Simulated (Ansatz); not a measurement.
# A hypothetical structure for Cu3HgS4

Starting from a made-up structure for Cu3HgS4, the aim is the relaxed cell, its shortest contacts and, where a second run follows, its electronic structure.

Main program and level: Ansatz 0.2.0; DFT, PBE, plane-wave PAW, files of the set soft_1, scalar-relativistic, ferromagnetic start, cell and ions relaxed at zero pressure; PAW set soft_1.

### 1. The structure

Symmetry: P-43m, No. 215, cubic system. The conventional cell has a = 5.554 Å, b = 5.554 Å, c = 5.554 Å, α = 90.00°, β = 90.00°, γ = 90.00°. Hg has 4 S at 2.48 Å nearest. Cu has 4 S at 2.38 Å nearest. S has 3 Cu at 2.38 Å and 1 Hg at 2.48 Å nearest. Farther neighbours and most contacts between anions are not listed.

As a file:

```cif
data_structure
_symmetry_space_group_name_H-M 'P-43m'
_symmetry_Int_Tables_number 215
_cell_length_a 5.5540
_cell_length_b 5.5540
_cell_length_c 5.5540
_cell_angle_alpha 90.000
_cell_angle_beta 90.000
_cell_angle_gamma 90.000
_cell_volume 171.32
loop_
_atom_site_label
_atom_site_type_symbol
_atom_site_symmetry_multiplicity
_atom_site_Wyckoff_symbol
_atom_site_fract_x
_atom_site_fract_y
_atom_site_fract_z
_atom_site_occupancy
Hg1 Hg 1 a 0.00000 0.00000 0.00000 1
Cu1 Cu 3 c 0.50000 0.00000 0.50000 1
S1 S 4 e 0.25820 0.25820 0.25820 1
```

### 2. Relaxing cell and atoms

The guess takes its coordinates from another compound and its volume from a rule, so the cell and any free coordinates are relaxed together.

input.yaml reads:

```yaml
crystal:
  lattice:
    - [5.554, 0.0, 0.0]
    - [0.0, 5.554, 0.0]
    - [0.0, 0.0, 5.554]
  atoms:
    - { symbol: Hg, position: [0.0, 0.0, 0.0] }
    - { symbol: Cu, position: [0.5, 0.0, 0.5], spin: 0.6 }
    - { symbol: Cu, position: [0.5, 0.5, 0.0], spin: 0.6 }
    - { symbol: Cu, position: [0.0, 0.5, 0.5], spin: 0.6 }
    - { symbol: S, position: [0.2582, 0.2582, 0.2582] }
    - { symbol: S, position: [0.2582, 0.7418, 0.7418] }
    - { symbol: S, position: [0.7418, 0.2582, 0.7418] }
    - { symbol: S, position: [0.7418, 0.7418, 0.2582] }
magnetization:
  spin_polarized: true
kpoints:
  mp_grid: { grid: [5, 5, 5] }
scf:
  occupations: { method: fermi_dirac, width: 0.05 }
hamiltonian:
  xc: pbe
  pseudopotentials: { kind: paw, azcp: { folder: soft_1 } }
relax:
  f_tol: 0.015
  max_steps: 70
  cell: {}
output:
  forces: true
  stress: true
```

On the command line:

```sh
> ansatz run input.yaml --threads 4 --pin off --max-ram 10240MiB --backend cpu --events-out ev --progress --plain --runs-dir out
```

Numbers of over 12 decimals in the logs are rounded to 6 here.

The log of the run:

```text
Engine: ansatz 0.2.0, aarch64-unknown-linux-gnu
Pseudopotentials: kind: paw
Pseudopotential: Hg, paw, valence charge 20, recommended cutoff 420 eV (normal), soft_1/Hg.paw.azcp
Pseudopotential: Cu, paw, valence charge 19, recommended cutoff 420 eV (normal), soft_1/Cu.paw.azcp
Pseudopotential: S, paw, valence charge 6, recommended cutoff 420 eV (normal), soft_1/S.paw.azcp
Functional definition: PBE
  parameter kappa = 0.804
  parameter beta = 0.066725
  exchange = pbe_x(kappa = kappa, mu = beta*pi^2/3)
  correlation = pbe_c(beta = beta)
Crystal: 8 atoms, lattice volume = 171.324 Å³
Basis set: ecut = 420 eV, 3407 PW (Γ), exchange–correlation on 80×80×80 points (8 copies of the dense FFT grid, shifted against one another)
Bands: 62, of which v1, the nominal top of the filled ones, is band 51 counted from 1 (50 counted from 0)
Symmetry: 24 space group operations
Space group: P-43m (ITA 215), of the structure as read, at distance tolerance 5.6e-5 Å
Magnetic group: BNS 215.70 (UNI 1572), of the structure as read, at distance tolerance 5.6e-5 Å
k-points: 10 of 125 (time reversal used)
Non-local potential: Hg, projectors of the file, l = 0: 3, l = 1: 2, l = 2: 2, l = 3: 1
Non-local potential: Cu, projectors of the file, l = 0: 3, l = 1: 2, l = 2: 3, l = 3: 1
Non-local potential: S, projectors of the file, l = 0: 2, l = 1: 2, l = 2: 1
PAW form: soft (Blöchl's): semilocal exchange-correlation on the pseudo side does not see the compensation charge
PAW one-centre angular grid: Hg, 590 points (default); XC on 64 Gauss nodes
PAW one-centre angular grid: Cu, 590 points (default); XC on 64 Gauss nodes
PAW one-centre angular grid: S, 110 points (default); XC on 64 Gauss nodes
Initial density: superposition of atomic densities (chi_scale 0.1, normalization cell)
Starting moments: Σ|m| = 1.8 μB on 3 of 8 sites
Initial wavefunctions: pseudopotential atomic-orbital guess
Functional: x = pbe(κ = 0.804, μ = 0.219515), c = pbe(β = 0.066725)
SCF iter   1: F=—  HF=-37305.470136 eV  |F-HF|=—  |Δ(HF+E_count)|=         —  Δρ=8.81e-2 (↑7.92e-2 ↓8.81e-2)  dr2=3.86e1  dr2_m=5.53e-2  M=2.188 μB ∫|m|=2.197 μB  β_m=1.00  ethr=3.10e-3  ⟨swp⟩=8.3  Hψ=5381  notcnv=0  defer=14
preconditioner: auto → Kerker (q_TF=auto, 2.498 Å⁻¹)  [metal: Δε(μ)=0.059 eV  Ē_g=8.463 eV  σ=0.050 eV  W_gap=0.28  n_scr=32 (ndim 8)  ℏωp=23.6 eV  f_vac=0.056  D(μ)=9.95/eV (n_scr^D=92)]
spin=Collinear: Kerker preconditioning applied to the charge; magnetization (m = ρ↑ − ρ↓) channel mixes plain (no charge-response kernel on spin).
SCF iter   2: F=—  HF=-37301.366879 eV  |F-HF|=—  |Δ(HF+E_count)|=    4.10e0  Δρ=4.98e-2 (↑2.40e-2 ↓4.98e-2)  dr2=2.69e0  dr2_m=1.70e0  M=0.750 μB ∫|m|=0.797 μB  β_m=0.30  ethr=3.10e-3  ⟨swp⟩=3.1  Hψ=3011  notcnv=0  defer=70
SCF iter   3: F=—  HF=-37300.515381 eV  |F-HF|=—  |Δ(HF+E_count)|=   8.51e-1  Δρ=3.33e-2 (↑3.33e-2 ↓1.24e-2)  dr2=2.37e0  dr2_m=5.73e-1  M=0.931 μB ∫|m|=0.962 μB  β_m=0.30  ethr=2.66e-3  ⟨swp⟩=2.0  Hψ=2024  notcnv=0  defer=69
SCF iter   4: F=—  HF=-37299.949063 eV  |F-HF|=—  |Δ(HF+E_count)|=   5.66e-1  Δρ=2.91e-2 (↑1.47e-2 ↓2.91e-2)  dr2=3.29e-1  dr2_m=7.14e-1  M=0.520 μB ∫|m|=0.567 μB  β_m=0.30  ethr=2.35e-3  ⟨swp⟩=3.9  Hψ=2269  notcnv=0  defer=72
SCF iter   5: F=—  HF=-37300.057899 eV  |F-HF|=—  |Δ(HF+E_count)|=   1.09e-1  Δρ=2.27e-2 (↑1.13e-2 ↓2.27e-2)  dr2=2.07e-1  dr2_m=4.44e-1  M=0.419 μB ∫|m|=0.465 μB  β_m=0.30  ethr=3.26e-4  ⟨swp⟩=2.0  Hψ=1607  notcnv=0  defer=72
SCF iter   6: F=—  HF=-37300.076458 eV  |F-HF|=—  |Δ(HF+E_count)|=   1.86e-2  Δρ=1.61e-2 (↑1.01e-2 ↓1.61e-2)  dr2=7.36e-2  dr2_m=2.68e-1  M=0.352 μB ∫|m|=0.393 μB  β_m=0.30  ethr=2.04e-4  ⟨swp⟩=2.1  Hψ=1359  notcnv=0  defer=72
Mixer restart at iter 6: flushing history
spin-set hold released at iteration 6 (site moments contracting): the magnetisation degrees of freedom join the quasi-Newton model from the next iteration; the mixer history was flushed
SCF iter   7: F=—  HF=-37300.080146 eV  |F-HF|=—  |Δ(HF+E_count)|=   3.69e-3  Δρ=1.06e-2 (↑9.70e-3 ↓1.06e-2)  dr2=1.29e-2  dr2_m=1.60e-1  M=0.300 μB ∫|m|=0.337 μB  β_m=0.65  ethr=7.28e-5  ⟨swp⟩=1.5  Hψ=1248  notcnv=0  defer=72
SCF iter   8: F=—  HF=-37300.146263 eV  |F-HF|=—  |Δ(HF+E_count)|=   6.61e-2  Δρ=1.02e-2 (↑4.13e-3 ↓1.02e-2)  dr2=2.28e-1  dr2_m=1.55e-2  M=0.106 μB ∫|m|=0.128 μB  β_m=0.50  ethr=1.28e-5  ⟨swp⟩=2.4  Hψ=2481  notcnv=0  defer=72
SCF iter   9: F=—  HF=-37300.101371 eV  |F-HF|=—  |Δ(HF+E_count)|=   4.49e-2  Δρ=2.90e-3 (↑2.90e-3 ↓8.85e-4)  dr2=1.40e-2  dr2_m=2.14e-3  M=0.067 μB ∫|m|=0.083 μB  β_m=0.71  ethr=1.28e-5  ⟨swp⟩=2.5  Hψ=2493  notcnv=0  defer=72
SCF iter  10: F=—  HF=-37300.100831 eV  |F-HF|=—  |Δ(HF+E_count)|=   5.40e-4  Δρ=3.48e-4 (↑2.81e-4 ↓3.48e-4)  dr2=1.52e-4  dr2_m=1.23e-4  M=0.001 μB ∫|m|=0.008 μB  β_m=0.68  ethr=1.28e-5  ⟨swp⟩=1.6  Hψ=1493  notcnv=0  defer=71
SCF iter  11: F=—  HF=-37300.100991 eV  |F-HF|=—  |Δ(HF+E_count)|=   1.60e-4  Δρ=1.50e-4 (↑1.50e-4 ↓1.36e-4)  dr2=1.19e-4  dr2_m=6.76e-6  M=0.006 μB ∫|m|=0.009 μB  β_m=0.84  ethr=1.50e-7  ⟨swp⟩=2.0  Hψ=1689  notcnv=0  defer=71
SCF iter  12: F=—  HF=-37300.101053 eV  |F-HF|=—  |Δ(HF+E_count)|=   6.20e-5  Δρ=3.91e-5 (↑3.71e-5 ↓3.91e-5)  dr2=2.14e-5  dr2_m=9.68e-7  M=0.002 μB ∫|m|=0.003 μB  β_m=0.92  ethr=1.18e-7  ⟨swp⟩=2.0  Hψ=1720  notcnv=0  defer=71
SCF iter  13: F=—  HF=-37300.101050 eV  |F-HF|=—  |Δ(HF+E_count)|=   3.56e-6  Δρ=2.08e-5 (↑1.36e-5 ↓2.08e-5)  dr2=3.14e-6  dr2_m=2.18e-7  M=-0.001 μB ∫|m|=0.001 μB  β_m=0.96  ethr=2.12e-8  ⟨swp⟩=2.0  Hψ=1850  notcnv=0  defer=71
SCF iter  14: F=—  HF=-37300.101051 eV  |F-HF|=—  |Δ(HF+E_count)|=   9.26e-7  Δρ=1.21e-5 (↑1.21e-5 ↓7.28e-6)  dr2=4.17e-7  dr2_m=9.88e-8  M=-0.001 μB ∫|m|=0.001 μB  β_m=0.98  ethr=3.11e-9  ⟨swp⟩=2.0  Hψ=1796  notcnv=0  defer=71
SCF iter  15: F=—  HF=-37300.101051 eV  |F-HF|=—  |Δ(HF+E_count)|=   1.50e-7  Δρ=2.14e-6 (↑2.09e-6 ↓2.14e-6)  dr2=4.88e-8  dr2_m=1.65e-9  M=-0.000 μB ∫|m|=0.000 μB  β_m=0.99  ethr=9.90e-11  ⟨swp⟩=3.0  Hψ=4638  notcnv=0
SCF iter  16: F=-37300.101051 eV  HF=-37300.101051 eV  |F-HF|=4.74e-9  |Δ(HF+E_count)|=   1.91e-8  Δρ=6.70e-7 (↑6.48e-7 ↓6.70e-7)  dr2=5.83e-9  dr2_m=1.13e-11  M=0.000 μB ∫|m|=0.000 μB  ethr=4.83e-11  ⟨swp⟩=4.0  Hψ=3189  notcnv=0
[...]
SCF 3 converged in 8 iterations: F = -37300.589194 eV  dr2 = 1.79e-7
relax step   3: F+E_penalty+E_count = -37300.58919354 eV  Δ(F+E_penalty+E_count) = -9.239e-2 eV  max|allowed force component| = 3.252e-2 eV/Å  Δτ_max = 0.0470 Å  P = +1.028 GPa  Ω = 154.983 Å³  energy of the carried Pulay correction = +4.855e-3 eV  (8 SCF iters, dr2 threshold 8.00e-7 eV, accepted)
[...]
relax step   4: F+E_penalty+E_count = -37300.59581946 eV  Δ(F+E_penalty+E_count) = -6.626e-3 eV  max|allowed force component| = 3.646e-4 eV/Å  Δτ_max = 0.0062 Å  P = -0.078 GPa  Ω = 157.273 Å³  energy of the carried Pulay correction = +4.146e-3 eV  (7 SCF iters, dr2 threshold 8.00e-7 eV, accepted)
[...]
relax step   5: F+E_penalty+E_count = -37300.59591159 eV  Δ(F+E_penalty+E_count) = -9.213e-5 eV  max|allowed force component| = 1.957e-4 eV/Å  Δτ_max = 0.0001 Å  P = +0.000 GPa  Ω = 157.105 Å³  energy of the carried Pulay correction = +4.197e-3 eV  (6 SCF iters, dr2 threshold 1.52e-8 eV, accepted)
Initial wavefunctions: pseudopotential atomic-orbital guess (no wavefunctions were taken with the density)
iter 1 solved again at ethr=7.90e-7 eV; its pass at ethr=3.10e-3 eV (dr2=7.98e-4 eV) is discarded
SCF iter   1: F=—  HF=-37300.591496 eV  |F-HF|=—  |Δ(HF+E_count)|=         —  Δρ=6.78e-5 (↑6.78e-5 ↓6.77e-5)  dr2=6.96e-6  dr2_m=5.13e-11  M=0.000 μB ∫|m|=0.000 μB  β_m=0.30  ethr=7.90e-7  ⟨swp⟩=3.8  Hψ=9182  notcnv=0
preconditioner: auto → Resta (q_TF=auto, 2.535 Å⁻¹)  ε∞=7.7  [insulator: Δε(μ)=0.188 eV  Ē_g=9.484 eV  σ=0.050 eV  W_gap=0.55  n_scr=32 (ndim 8)  ℏωp=24.6 eV  f_vac=0.074  D(μ)=4.68/eV (n_scr^D=26)  ε∞_Penn≈7.7]
spin=Collinear: Resta preconditioning applied to the charge; magnetization (m = ρ↑ − ρ↓) channel mixes plain (no charge-response kernel on spin).
SCF iter   2: F=—  HF=-37300.591498 eV  |F-HF|=—  |Δ(HF+E_count)|=   2.28e-6  Δρ=1.47e-4 (↑1.47e-4 ↓1.47e-4)  dr2=7.63e-5  dr2_m=3.09e-11  M=0.000 μB ∫|m|=0.000 μB  β_m=0.53  ethr=6.89e-9  ⟨swp⟩=2.6  Hψ=2266  notcnv=0
SCF iter   3: F=—  HF=-37300.591505 eV  |F-HF|=—  |Δ(HF+E_count)|=   6.16e-6  Δρ=2.35e-5 (↑2.35e-5 ↓2.35e-5)  dr2=8.47e-7  dr2_m=1.04e-11  M=0.000 μB ∫|m|=0.000 μB  β_m=0.70  ethr=6.89e-9  ⟨swp⟩=2.0  Hψ=2232  notcnv=0
SCF iter   4: F=—  HF=-37300.591499 eV  |F-HF|=—  |Δ(HF+E_count)|=   5.10e-6  Δρ=1.34e-5 (↑1.33e-5 ↓1.34e-5)  dr2=4.97e-7  dr2_m=3.74e-13  M=0.000 μB ∫|m|=0.000 μB  β_m=0.75  ethr=8.38e-10  ⟨swp⟩=2.0  Hψ=2244  notcnv=0
SCF iter   5: F=—  HF=-37300.591500 eV  |F-HF|=—  |Δ(HF+E_count)|=   6.62e-7  Δρ=4.99e-6 (↑4.97e-6 ↓4.99e-6)  dr2=8.15e-8  dr2_m=2.32e-13  M=0.000 μB ∫|m|=0.000 μB  β_m=0.87  ethr=4.92e-10  ⟨swp⟩=2.0  Hψ=1726  notcnv=0
SCF iter   6: F=—  HF=-37300.591500 eV  |F-HF|=—  |Δ(HF+E_count)|=   4.23e-8  Δρ=5.55e-7 (↑5.55e-7 ↓5.55e-7)  dr2=8.65e-10  dr2_m=4.46e-14  M=0.000 μB ∫|m|=0.000 μB  β_m=0.92  ethr=8.07e-11  ⟨swp⟩=2.0  Hψ=1740  notcnv=0
SCF iter   7: F=—  HF=-37300.591500 eV  |F-HF|=—  |Δ(HF+E_count)|=   1.24e-9  Δρ=1.25e-7 (↑1.25e-7 ↓1.24e-7)  dr2=1.10e-10  dr2_m=6.74e-15  M=0.000 μB ∫|m|=0.000 μB  β_m=0.96  ethr=1.00e-12  ⟨swp⟩=2.0  Hψ=1936  notcnv=0
SCF iter   8: F=-37300.591500 eV  HF=-37300.591500 eV  |F-HF|=1.46e-11  |Δ(HF+E_count)|=  1.46e-10  Δρ=3.84e-8 (↑3.84e-8 ↓3.80e-8)  dr2=1.24e-11  dr2_m=2.16e-16  M=0.000 μB ∫|m|=0.000 μB  ethr=1.00e-12  ⟨swp⟩=4.0  Hψ=3929  notcnv=0
the starting moments were not kept: the SCF closed with an absolute magnetisation of 2.3e-8 μB, where they sum to 1.8 μB in size (3 sites). That is at most 0.1 of that sum. Measured as dr2_m measures the in/out step, that magnetisation stands 1.3e-16 eV from none, at or under the dr2_threshold of 8.0e-11 eV: it is no larger than a step whose dr2_m would equal this threshold.
SCF 6 converged in 8 iterations: F = -37300.591500 eV  dr2 = 1.24e-11
relax step   6: F+E_penalty+E_count = -37300.59150014 eV  Δ(F+E_penalty+E_count) = +4.411e-3 eV  max|allowed force component| = 2.659e-4 eV/Å  Δτ_max = 0.0000 Å  P = +0.001 GPa  Ω = 157.105 Å³  stress off target by 1.29e-3 GPa  SCF on the basis re-selected at this cell (its energy is not comparable with the rows above)  (8 SCF iters)
basis re-selected at this cell: Δ(F+E_penalty+E_count) = +4.411e-3 eV, ΔP = +0.001 GPa vs the last step (what re-selecting the basis moved, of the pressure what is left beyond the Pulay correction that the steps carried, after the strain that the cell walked since its last selection, with what the two solves' SCF thresholds leave and, on support functions, any second-order correction that the steps lacked; it is no m [...]
SCF converged after 8 iterations
Magnetization: 0.0000 μB (50.5000 up, 50.5000 down)
Absolute magnetization: 0.0000 μB (∫|ρ↑−ρ↓|, with the PAW one-centre terms)
Spin contamination: 0.0000 ħ² per cell (⟨S²⟩ above its minimum at these occupations)
Per-site moments (μB) at R_I (Å): [(-1.1255726320923584e-10, 1.044798), (3.202039105319244e-9, 0.939912), (3.2020388501545362e-9, 0.939912), (3.2020387012011773e-9, 0.939912), (2.04280074045948e-9, 0.939912), (2.0428007425858063e-9, 0.939912), (2.0428007425858055e-9, 0.939912), (2.0428007404594786e-9, 0.939912)]
Free energy (F): -37300.591500 eV
Harris-Foulkes:  -37300.591500 eV  (|F-HF|=1.46e-11)
Internal energy: -37300.552250 eV  (E = F + TS)
E sigma→0 (E₀):  -37300.571875 eV
Entropy (-TS):   -0.039250 eV (-4.906 meV/atom)
Fermi energy:    7.998269 eV
--- Per-component energies (eV) ---
  E_band       = -2030.962008
  E_kinetic    = 1772.794405
  E_local      = -21720.469141  (includes V_loc(G=0)·N_el)
  E_nonlocal   = 2886.135043
  E_hartree    = 9287.841110
  E_xc         = -769.053411
  E_vxc        = -842.524813  (∫ρ·V_xc dr)
  E_paw        = -17828.443929  (= ΣΔE_a)
  E_vpaw       = -2702.583533  (= ΣTr[D̂ρ^β])
  E_aug_tail   = 0.003283  (compensation charges beyond the density's cutoff)
  E_ewald      = -10929.359610
  E_smearing   = -0.039250  (= −TS)
  E_closure    = 0.000000  (closes the sum)
  Σ components = -37300.591500   (vs F -37300.591500, Δ=0.00e0)
--- Forces (eV/Å), atoms counted from 1 ---
  atom   1  Hg     0.00000000     0.00000000    -0.00000000
  atom   2  Cu    -0.00000000    -0.00000000    -0.00000000
  atom   3  Cu    -0.00000000     0.00000000    -0.00000000
  atom   4  Cu    -0.00000000    -0.00000000    -0.00000000
  atom   5  S      0.00026586     0.00026586     0.00026586
  atom   6  S      0.00026586    -0.00026586    -0.00026586
  atom   7  S     -0.00026586     0.00026586    -0.00026586
  atom   8  S     -0.00026586    -0.00026586     0.00026586
  max |Σ_I F_I| component: 5.78e-17 eV/Å
--- Stress (GPa, compression-positive) ---
        0.001291       0.000000      -0.000000
        0.000000       0.001291      -0.000000
        0.000000       0.000000       0.001291
  P = ⅓ Tr σ = 0.0013 GPa (0.013 kbar)
--- Relaxed structure (5 steps of the walk, 5 accepted, 1 SCFs on fresh bases) ---
  F+E_penalty+E_count = -37300.59150014 eV   max|allowed force component| = 2.659e-4 eV/Å   (the final SCF, on the basis selected at the relaxed cell)
  cell:  # Å, volume = 157.1054 Å³
    - [5.395897, 0, 0]
    - [0, 5.395897, 0]
    - [0, 0, 5.395897]
  atoms:
    - { symbol: Hg, position: [-6.149148079455075e-19, 1.464082876060727e-19, -3.1233768022628863e-19] }
    - { symbol: Cu, position: [0.5, 1.4640828760607286e-19, 0.5] }
    - { symbol: Cu, position: [0.5, 0.5, -3.123376802262886e-19] }
    - { symbol: Cu, position: [-6.149148079455048e-19, 0.5, 0.5] }
    - { symbol: S, position: [0.271009, 0.271009, 0.271009] }
    - { symbol: S, position: [0.271009, 0.728991, 0.728991] }
    - { symbol: S, position: [0.728991, 0.271009, 0.728991] }
    - { symbol: S, position: [0.728991, 0.728991, 0.271009] }
```

The job ended after 37 s (4 threads of Arm Neoverse V1, shared host; peak memory 0.61 GiB; 2.3 min of CPU time).

Step by step:

| step | energy less that of the first step (eV) | largest force component (eV/Å) | pressure (GPa) | volume (Å³) |
| --- | --- | --- | --- | --- |
| 1 | 0.0000 | 0.6011 | -4.53 | 171.32 |
| 2 | -0.3958 | 0.2018 | -2.87 | 164.34 |
| 3 | -0.4881 | 0.0325 | 1.03 | 154.98 |
| 4 | -0.4948 | 0.0004 | -0.08 | 157.27 |
| 5 | -0.4949 | 0.0002 | 0.00 | 157.11 |
| 6* | -0.4904 | 0.0003 | 0.00 | 157.11 |

Relaxation steps marked * repeat the geometry before them on a plane-wave basis chosen anew for their cell, so energy and pressure can jump there.

The run keeps the 24 symmetry operations that it works with, so distortions that break them were not tested.

| conventional cell, symmetrised | before | after | change |
| --- | --- | --- | --- |
| a (Å) | 5.554 | 5.396 | -2.8 % |
| b (Å) | 5.554 | 5.396 | -2.8 % |
| c (Å) | 5.554 | 5.396 | -2.8 % |
| volume (Å³/atom) | 21.42 | 19.64 | -8.3 % |

The atoms that moved most (Å, as changes of fractional coordinates times the final cell):

| atom | dx | dy | dz | length |
| --- | --- | --- | --- | --- |
| S8 | -0.069 | -0.069 | 0.069 | 0.120 |
| S7 | -0.069 | 0.069 | -0.069 | 0.120 |
| S6 | 0.069 | -0.069 | -0.069 | 0.120 |
| S5 | 0.069 | 0.069 | 0.069 | 0.120 |

The relaxed structure:

```cif
data_structure
_symmetry_space_group_name_H-M 'P 1'
_symmetry_Int_Tables_number 1
_cell_length_a 5.3959
_cell_length_b 5.3959
_cell_length_c 5.3959
_cell_angle_alpha 90.000
_cell_angle_beta 90.000
_cell_angle_gamma 90.000
_cell_volume 157.11
loop_
_atom_site_label
_atom_site_type_symbol
_atom_site_fract_x
_atom_site_fract_y
_atom_site_fract_z
_atom_site_occupancy
Hg1 Hg 0.00000 0.00000 0.00000 1
Cu2 Cu 0.50000 0.00000 0.50000 1
Cu3 Cu 0.50000 0.50000 0.00000 1
Cu4 Cu 0.00000 0.50000 0.50000 1
S5 S 0.27101 0.27101 0.27101 1
S6 S 0.27101 0.72899 0.72899 1
S7 S 0.72899 0.27101 0.72899 1
S8 S 0.72899 0.72899 0.27101 1
```

Numbers from this step:

* free energy: -37300.5915 eV
* energy at zero smearing: -37300.5719 eV
* smearing term TS: 0.03925 eV
* Fermi energy: 7.998 eV
* electrons: 101
* symmetry operations: 24
* pressure: 0.001291 GPa

Shortest distances by pair of elements, guess and relaxed (not always the same contact):

| pair | guess (Å) | relaxed (Å) |
| --- | --- | --- |
| Cu–S | 2.380 | 2.279 |
| Hg–S | 2.484 | 2.533 |
| S–S | 3.798 | 3.495 |
| Cu–Hg | 3.927 | 3.815 |
| Cu–Cu | 3.927 | 3.815 |

The relaxation ends with a largest force component of 2.7e-4 eV/Å and a pressure of 0.00 GPa. No moment survives the cycle: this start ends non-magnetic.

### 3. Summary of results

* space group, relaxed: P-43m
* conventional cell: a = 5.396, b = 5.396, c = 5.396 Å; α = 90.0°, β = 90.0°, γ = 90.0°
* volume per atom: 19.64 Å³ (guess 21.42)
* total moment: 0.00 μB in the cell of 8 atoms

What this shows: Cu3HgS4 relaxes to P-43m with a = 5.396, b = 5.396 and c = 5.396 Å. The guessed volume was 9 % too large. The space group P-43m was held in the relaxation, so the end point is a stationary structure within it and may be a saddle against distortions or other arrangements. The moments died out from this one start and weren't seeded again at the relaxed cell. Mesh and cutoff weren't tested. Spin-orbit coupling is left out, which can matter for elements this heavy. No dispersion term is used, so weakly bound directions may come out too long. Nothing here tests whether the compound is stable against decomposition.

[Logs are printed without paths, hosts, clocks, repeated set-up lines and the standing remarks that a program may print on its own settings, such as how far it seeks lower states.]

[Hosts, paths, dates, database ids (printed as entryN), source tags and the programs' standing remarks are cut or masked in the printed files.]
